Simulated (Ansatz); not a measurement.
# Sensitivity of the G0W0 gap of CdTe (F-43m)

A base run on CdTe (F-43m), then changed inputs.

Program: Ansatz 0.2.0. Level of theory: G0W0 on PBE, plane waves, PAW; PAW set soft_1. Results are calculated unless marked as measured.

Most raw output is cut from this account.

## 1. Set-up

Symmetry: F-43m, No. 216, cubic system. The conventional cell has a = 6.480 Å, b = 6.480 Å, c = 6.480 Å, α = 90.00°, β = 90.00°, γ = 90.00°. Cd has 4 Te at 2.81 Å nearest. Te has 4 Cd at 2.81 Å nearest. Farther neighbours and most contacts between anions are not listed.

The cell and positions come from the Crystallography Open Database and are kept as given unless a step says otherwise. Spin-orbit coupling is left out unless a step names it.

## 2. The base run: 4×4×4 mesh, 154 empty bands, screening to 100 eV, PAW set soft_1 files

G0W0 replaces the xc potential by the self-energy, built once from these orbitals. Only a window of levels is corrected, while the sums run over the empty bands that the input names. This step takes PAW set soft_1 files.

input.yaml reads:

```yaml
crystal:
  lattice:
    - [0.0, 3.24, 3.24]
    - [3.24, 0.0, 3.24]
    - [3.24, 3.24, 0.0]
  atoms:
    - { symbol: Cd, position: [0.0, 0.0, 0.0] }
    - { symbol: Te, position: [0.25, 0.25, 0.25] }
kpoints:
  mp_grid: { grid: [4, 4, 4] }
hamiltonian:
  xc: pbe
  pseudopotentials: { kind: paw, azcp: { folder: soft_1 } }
scf:
  occupations: { method: fixed }
gw:
  n_empty_bands: 154
  ecut_chi: 100
  qp_bands: [v2, c2]
  qp_kpoints: band_edges
  screening: { model: contour_deformation }
```

Run with:

```sh
ansatz run input.yaml --threads 3 --pin off --max-ram 92160MiB --backend cuda --events-out ev --progress --plain --runs-dir out --devices 1 --max-vram 13GiB
```

It took 15 s on 1 × NVIDIA H100 80GB HBM3 (shared by 6 runs) with 3 threads of AMD EPYC 7R13 (Zen 3), shared host; peak memory 1.1 GiB.

This step gave:

| Item | Value |
| --- | --- |
| bands summed | 172 |
| RPA ε∞ on this mesh (eigenvalues) | 26.22, 26.22, 26.22 |
| plane waves in the screening matrix | 169 |
| q-points in the mesh | 64 |
| G0W0 gap on the mesh | 1.370 eV |
| k of the valence top | 0, 0, 0 |
| k of the conduction bottom | 0, 0, 0 |
| starting gap on the mesh | 0.7600 eV |
| Z at the valence top | 0.7371 |
| Z at the conduction bottom | 0.7590 |
| least direct G0W0 gap on the computed points | 1.370 eV |

The gap on the mesh goes from 0.76 eV to 1.37 eV, a correction of +0.61 eV. Between the two edge states, bare exchange in place of the xc potential would open the gap by 6.00 eV, and correlation takes back 5.39 eV.

## 3. Variant: coarser q mesh

Changes to input.yaml since step 2:

```diff
@@ -21 +21,2 @@
   screening: { model: contour_deformation }
+  q_mesh: [2, 2, 2]
```

Wall time 18 s (1 × NVIDIA H100 80GB HBM3 (shared by 6 runs) with 3 threads); peak memory 1.1 GiB; 23 s of CPU time.

Against the base:

```tsv
setting	base	variant
q mesh	-	[2, 2, 2]
```

```tsv
quantity	variant	base
starting gap on the mesh	0.760	0.760
G0W0 gap on the mesh	1.420	1.370
least direct G0W0 gap on the computed points	1.420	1.370
Z at the valence top	0.693	0.737
Z at the conduction bottom	0.709	0.759
```

## 4. Variant: low screening cutoff

Changes to input.yaml since step 3:

```diff
@@ -16,4 +16,4 @@
 gw:
-  n_empty_bands: 154
-  ecut_chi: 100
+  n_empty_bands: 203
+  ecut_chi: 25
   qp_bands: [v2, c2]
@@ -21,2 +21 @@
   screening: { model: contour_deformation }
-  q_mesh: [2, 2, 2]
```

The job ended after 12 s (1 × NVIDIA H100 80GB HBM3 (shared by 6 runs) with 3 threads; peak memory 1.1 GiB).

Against the base:

```tsv
setting	base	variant
empty bands	154	203
screening cutoff (eV)	100	25
```

```tsv
quantity	variant	base
starting gap on the mesh	0.760	0.760
G0W0 gap on the mesh	1.302	1.370
least direct G0W0 gap on the computed points	1.302	1.370
Z at the valence top	0.751	0.737
Z at the conduction bottom	0.766	0.759
```

## 5. What came out

```
base                 : 1.37 eV, 15 s
coarser q mesh       : 1.42 eV, 18 s
low screening cutoff : 1.30 eV, 12 s
```

**Reading.** Coarser q mesh: the gap moves by +0.05 eV; such settings are too crude to quote. Low screening cutoff: the gap moves by −0.07 eV; such settings are too crude to quote. The variant differs from the base in empty bands and screening cutoff together, so the change can't be laid to one of them. All runs here use a coarse mesh and modest cutoffs; they test settings and are not final values. The 4×4×4 mesh is coarse for this cell (its supercell is 18 Å along the shortest edge). The RPA ε∞ on it, from the PBE start, is 26.22; such meshes misread the long-range screening, most where the gap is narrow. The RPA ε∞ on this mesh reaches over 25; with a narrow direct gap a coarse mesh can overstate it, and the correction is then too small. The many-body steps are scalar-relativistic: spin-orbit coupling is not in them.

[Paths, hosts, dates, memory and timing lines, banners, echoed tables and standing remarks are left out of the program output.]

[Logs are printed without paths, hosts, clocks, repeated set-up lines and the standing remarks that a program may print on its own settings, such as how far it seeks lower states.]

[Runs of the session that timed out or met a known fault of the program may be left out.]

[Cells called generated may have been cut or substituted from an entry of the Crystallography Open Database or the Materials Project.]

[Hosts, paths, dates, database ids (printed as entryN), source tags and the programs' standing remarks are cut or masked in the printed files.]
